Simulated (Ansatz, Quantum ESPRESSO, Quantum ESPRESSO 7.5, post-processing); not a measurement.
# vacuum gap of 6.0 Å between two Pt(111) faces: ballistic transmission

Wanted: the transmission near the Fermi level and the conductance of this junction: vacuum gap of 6.0 Å between two Pt(111) faces.

Method: plane-wave DFT, PBEsol, GBRV ultrasoft pseudopotentials (cross-check by Ansatz 0.2.0 with PAW datasets), in Quantum ESPRESSO 7.5.

Report form: the programs' logs are mostly left out.

**1. The starting structure**

The cell holds 18 atoms: 18 Pt. Cell: a = 2.807 Å, b = 2.807 Å, c = 44.965 Å, α = 90.0°, β = 90.0°, γ = 60.0°. It derives from Pt. Regions: left lead, 9 atoms (9 Pt); right lead, 9 atoms (9 Pt). The structure is stacked along c, and the current runs across the ab planes.

**2. SCF with pw.x**

One periodic cell holds a stretch of lead, the junction and more lead; the atoms stay as built.

scf.in reads:

```
&control
  prefix = 'scf'
  outdir = './out'
  pseudo_dir = './pseudo'
  calculation = 'scf'
  tprnfor = .true.
/
&system
  ibrav = 0
  nat = 18
  ntyp = 1
  ecutwfc = 40
  ecutrho = 200
  occupations = 'smearing'
  smearing = 'mv'
  degauss = 0.01
/
&electrons
  conv_thr = 1e-07
  mixing_beta = 0.25
  electron_maxstep = 120
  mixing_mode = 'local-TF'
/
ATOMIC_SPECIES
  Pt  195.0840  pt_pbesol_v1.4.uspp.F.UPF
CELL_PARAMETERS angstrom
  2.80721392131059 0.00000000000000 0.00000000000000
  1.40360696065530 2.43111856971230 0.00000000000000
  0.00000000000000 0.00000000000000 44.96536966760785
ATOMIC_POSITIONS crystal
  Pt  0.000000000000 0.000000000000 0.000000000000
  Pt  0.333333333000 0.333333333000 0.050974351721
  Pt  0.666666667000 0.666666667000 0.101948703441
  Pt  0.000000000000 0.000000000000 0.152923055162
  Pt  0.333333333000 0.333333333000 0.203897406882
  Pt  0.666666667000 0.666666667000 0.254871758603
  Pt  0.000000000000 0.000000000000 0.305846110324
  Pt  0.333333333000 0.333333333000 0.356820462044
  Pt  0.666666667000 0.666666667000 0.407794813765
  Pt  0.000000000000 0.000000000000 0.541230834515
  Pt  0.333333333000 0.333333333000 0.592205186235
  Pt  0.666666667000 0.666666667000 0.643179537956
  Pt  0.000000000000 0.000000000000 0.694153889676
  Pt  0.333333333000 0.333333333000 0.745128241397
  Pt  0.666666667000 0.666666667000 0.796102593118
  Pt  0.000000000000 0.000000000000 0.847076944838
  Pt  0.333333333000 0.333333333000 0.898051296559
  Pt  0.666666667000 0.666666667000 0.949025648279
K_POINTS automatic
  10 10 1 0 0 0
```

The run is started by

```
$ OMP_NUM_THREADS=1 mpirun -n 4 pw.x -nk 4 -in scf.in > scf.out
```

The job ended after 4.2 min (4 MPI ranks of Arm Neoverse V2, shared host; peak memory 1.6 GiB; 17 min of CPU time).

Numbers from this step:

* free energy: -51562.6339 eV
* Fermi energy: 19.07 eV

The program's own clock; routines nest. Time by routine:

```
     routine  wall time (s)  calls
       PWSCF          250.4      1
   electrons          240.2      1
     c_bands          208.9     15
     cegterg          200.1     60
       h_psi          104.1    199
        fftw          69.81  55972
    vloc_psi          62.05    199
      calbec          32.28    275
    sum_band           25.7     15
  add_vuspsi          20.58    199
       s_psi          20.56    199
h_psi:calbec          20.52    199
     cdiaghg           7.17    195
    init_run           7.06      1
```

The run needed 15 iterations to bring the estimated error under 1e-07 Ry; the largest force on any atom, held or free, is 0.29 eV/Å.

**3. Transmission with pwcond.x**

prefixt takes both regions from one run: the lead from 0 to bdl, the scattering region from bdl to bds (units of alat). ikind = 1 puts the same lead on both sides. The program's T_tot counts both spins in a run without spin; the tables below give T per spin.

cond.in reads:

```
&inputcond
  outdir = './out'
  prefixt = 'scf'
  tran_file = 'cond.dat'
  bdl = 2.4494897442
  bds = 16.0177923487
  ikind = 1
  ewind = 4.0
  epsproj = 1e-05
  nz1 = 7
  energy0 = 0.4
  denergy = -0.4
/
19
  0.00000000 0.00000000 0.00694444
  0.00000000 0.08333333 0.04166667
  0.00000000 0.16666667 0.04166667
  0.00000000 0.25000000 0.04166667
  0.00000000 0.33333333 0.04166667
  0.00000000 0.41666667 0.04166667
  0.00000000 0.50000000 0.02083333
  0.08333333 0.16666667 0.04166667
  0.08333333 0.25000000 0.08333333
  0.08333333 0.33333333 0.08333333
  0.08333333 0.41666667 0.08333333
  0.08333333 0.50000000 0.08333333
  0.16666667 0.33333333 0.04166667
  0.16666667 0.41666667 0.08333333
  0.16666667 0.50000000 0.08333333
  0.16666667 0.58333333 0.04166667
  0.25000000 0.50000000 0.04166667
  0.25000000 0.58333333 0.08333333
  0.33333333 0.66666667 0.01388889
3
```

The run is started by

```
$ OMP_NUM_THREADS=1 mpirun -n 4 pwcond.x -in cond.in > cond.out
```

It took 1.9 min on 4 MPI ranks; peak memory 0.3 GiB.

Numbers from this step:

| Property | Result |
| --- | --- |
| lead channels at the Fermi level, one spin | 1.868 |
| transmission at the Fermi level, one spin | 0.002937 |
| conductance | 0.002937 G₀ |

Per spin; mean over the k mesh across the current. Open channels, zone mean against energy, zero at the Fermi level:

```
energy (eV)  open channels, zone mean
     -0.400                      1.72
      0.000                      1.87
      0.400                      1.02
```

Per spin; mean over the k mesh across the current. Transmission, zone mean against energy, zero at the Fermi level:

```
energy (eV)  transmission, zone mean
     -0.400                  0.00390
      0.000                  0.00294
      0.400                  0.00319
```

At 0.000 eV; k in fractions of b1, b2. Transmission by k point:

```
     k1       k2    weight         t  channels
      0        0  0.006944   6.00e-7         2
      0  0.08333   0.04167   0.02063         2
      0   0.1667   0.04167  0.009692         2
      0     0.25   0.04167  0.004763         2
      0   0.3333   0.04167  0.001969         2
      0   0.4167   0.04167   6.07e-4         4
      0      0.5   0.02083   1.27e-4         1
0.08333   0.1667   0.04167  0.007751         1
0.08333     0.25   0.08333   0.00482         1
0.08333   0.3333   0.08333  0.003551         2
0.08333   0.4167   0.08333   5.68e-4         2
0.08333      0.5   0.08333   6.86e-4         2
 0.1667   0.3333   0.04167  0.002295         1
 0.1667   0.4167   0.08333   9.24e-4         2
 0.1667      0.5   0.08333   5.05e-4         2
 0.1667   0.5833   0.04167   1.43e-4         1
   0.25      0.5   0.04167   4.14e-4         3
   0.25   0.5833   0.08333   2.73e-5         2
 0.3333   0.6667   0.01389         0         0
```

The program's own clock; routines nest. Time by routine:

```
     routine  wall time (s)  calls
      PWCOND          113.8      1
scatter_forw          99.56    114
       local           5.47     19
      compbs           5.02     57
    compbs_2           4.19     57
        init           0.49      1
       poten           0.06      1
```

The run is unpolarised; a magnetic state was not tried, may lie lower and would change T.

At no point does T exceed the number of channels.

**4. The open system, with nz1 = 3**

How much does a setting matter? One run is repeated with a change.

cond.w.in, as its differences from the input of step 3:

```diff
@@ -3,3 +3,3 @@
   prefixt = 'scf'
-  tran_file = 'cond.dat'
+  tran_file = 'cond.w.dat'
   bdl = 2.4494897442
@@ -9,3 +9,3 @@
   epsproj = 1e-05
-  nz1 = 7
+  nz1 = 3
   energy0 = 0.4
```

The run is started by

```
$ OMP_NUM_THREADS=1 mpirun -n 4 pwcond.x -in cond.w.in > cond.w.out
```

Run time: 94 s. Hardware: 4 MPI ranks; peak memory 0.29 GiB; 6.3 min of CPU time.

The changed values were drawn from a wide range, not chosen for quality; the comparison shows what they did here together.

Beside the run it was changed from:

```
                                  quantity  this run  unchanged run  difference
 transmission at the Fermi level, one spin  0.002972       0.002937      3.6e-5
lead channels at the Fermi level, one spin     1.764          1.868       -0.10
                             wall time (s)        94            114
```

Over all energies T moves by up to 7.9e-5, at -0.4 eV.

The physical values in this table move by up to 5.6 %.

**5. The same in Ansatz**

A second code with its own PAW datasets, on the same atoms.

Level of this step: plane-wave DFT, PBEsol, Ansatz PAW (Ansatz 0.2.0).

input.yaml reads:

```yaml
crystal:
  lattice:
    - [2.8072139213, 0.0, 0.0]
    - [1.4036069607, 2.4311185697, 0.0]
    - [0.0, 0.0, 44.9653696676]
  atoms:
    - { symbol: Pt, position: [0.0, 0.0, 0.0] }
    - { symbol: Pt, position: [0.333333333, 0.333333333, 0.0509743517] }
    - { symbol: Pt, position: [0.666666667, 0.666666667, 0.1019487034] }
    - { symbol: Pt, position: [0.0, 0.0, 0.1529230552] }
    - { symbol: Pt, position: [0.333333333, 0.333333333, 0.2038974069] }
    - { symbol: Pt, position: [0.666666667, 0.666666667, 0.2548717586] }
    - { symbol: Pt, position: [0.0, 0.0, 0.3058461103] }
    - { symbol: Pt, position: [0.333333333, 0.333333333, 0.356820462] }
    - { symbol: Pt, position: [0.666666667, 0.666666667, 0.4077948138] }
    - { symbol: Pt, position: [0.0, 0.0, 0.5412308345] }
    - { symbol: Pt, position: [0.333333333, 0.333333333, 0.5922051862] }
    - { symbol: Pt, position: [0.666666667, 0.666666667, 0.643179538] }
    - { symbol: Pt, position: [0.0, 0.0, 0.6941538897] }
    - { symbol: Pt, position: [0.333333333, 0.333333333, 0.7451282414] }
    - { symbol: Pt, position: [0.666666667, 0.666666667, 0.7961025931] }
    - { symbol: Pt, position: [0.0, 0.0, 0.8470769448] }
    - { symbol: Pt, position: [0.333333333, 0.333333333, 0.8980512966] }
    - { symbol: Pt, position: [0.666666667, 0.666666667, 0.9490256483] }
kpoints:
  mp_grid: { grid: [10, 10, 1] }
hamiltonian:
  xc: pbesol
scf:
  occupations: { method: fermi_dirac, width: 0.1 }
  convergence: { dr2_threshold: 1.0e-08 }
output:
  transmission: { leads: [[0, 3]], e_range: [-0.4, 0.4], de: 0.4, kmesh: [12, 12] }
  write_potential: true
  write_density: true
  volumetric_format: npy
```

The run is started by

```
$ ansatz run input.yaml --threads 4 --pin off --max-ram 8192MiB --backend cpu --events-out ev --progress --plain --runs-dir out
```

Wall time 23 s (4 threads); peak memory 1.6 GiB; 85 s of CPU time.

This step gave:

```
free energy                                  : -222907.1685 eV
energy at zero smearing                      : -222906.6360 eV
smearing term TS                             : 1.065 eV
Fermi energy                                 : 19.81 eV
symmetry operations                          : 12
transmission at the Fermi level, one spin    : 0.002888
step of the lead's Hamiltonian over a period : 6.6 meV
```

Per spin; mean over the k mesh across the current. Transmission, zone mean against energy, zero at the Fermi level:

```
energy (eV)  transmission, zone mean
     -0.400                  0.00382
      0.000                  0.00289
      0.400                  0.00323
```

Per spin; mean over the k mesh across the current. Open channels, zone mean against energy, zero at the Fermi level:

```
energy (eV)  open channels, zone mean
     -0.400                      1.72
      0.000                      1.87
      0.400                      1.02
```

Ansatz finds T = 0.00289 against pwcond's 0.00294.

**6. All levels side by side**

All levels:

```
                   step  T at the Fermi level (per spin)  conductance (G0)  r.m.s. T(E) from the first  CPU time of the step (s)  peak memory (GiB)
                 Ansatz                         0.002888                 -                           0                      84.7              1.567
                 pwcond                         0.002937          0.002937                     6.21e-5                     457.2                0.3
pwcond, changed setting                         0.002972          0.002972                     1.08e-4                     377.4               0.29
```

Per spin; mean over the k mesh across the current. Transmission, zone mean against energy, zero at the Fermi level:

```
energy (eV)   Ansatz   pwcond  pwcond, changed setting
     -0.400  0.00382  0.00390                  0.00398
      0.000  0.00289  0.00294                  0.00297
      0.400  0.00323  0.00319                  0.00321
```

**7. The arithmetic**

The Landauer sum over the mesh, Σ w T = 0.0417 × 0.0206 + 0.0417 × 0.00969 + 0.0833 × 0.00482 + … = 0.002937.

G = 0.00294 × 77.48 µS = 0.228 µS a cell. Times the area of 6.825 Å², the resistance-area product is A/G = 300 fΩ m², the leads' contact resistance included.

**8. What came out**

```
conductance from T at the Fermi level, a cell (G₀ = 2e²/h) : 0.00294 G₀
conductance per area                                       : 3.33 S/μm²
lead channels per spin                                     : 1.87
the same conductance by Ansatz                             : 0.00289 G₀
```

The junction conducts 0.00294 G₀ a cell at the Fermi level (PBEsol, GBRV ultrasoft). At the Fermi level the junction passes 0.16 % of what the leads offer, the tunnelling regime. At the Fermi level pwcond and Ansatz differ by 1.7 %, a close match. Points with over 2.5 times the mean carry 54 % of T, so the mean leans on few points, and the mesh was not tested. Over -0.4 to 0.4 eV, T lies between 0.0029 and 0.0039 per spin. The geometry is as built, not relaxed, and the leads are short. Semilocal functionals lack the image potential in a vacuum gap. Spin-orbit coupling is left out; depending on the atoms that carry the levels of interest, it can split and shift them by tenths of an eV to an eV or more.

[Logs are printed without paths, hosts, clocks, repeated set-up lines and the standing remarks that a program may print on its own settings, such as how far it seeks lower states.]

[Hosts, paths, dates, database ids (printed as entryN), source tags and the programs' standing remarks are cut or masked in the printed files.]

[Maps of the electrostatic potential energy from Ansatz leave out the sawtooth potential of an applied field or a dipole correction, so their vacuum need not be flat; planar profiles and work functions include it.]
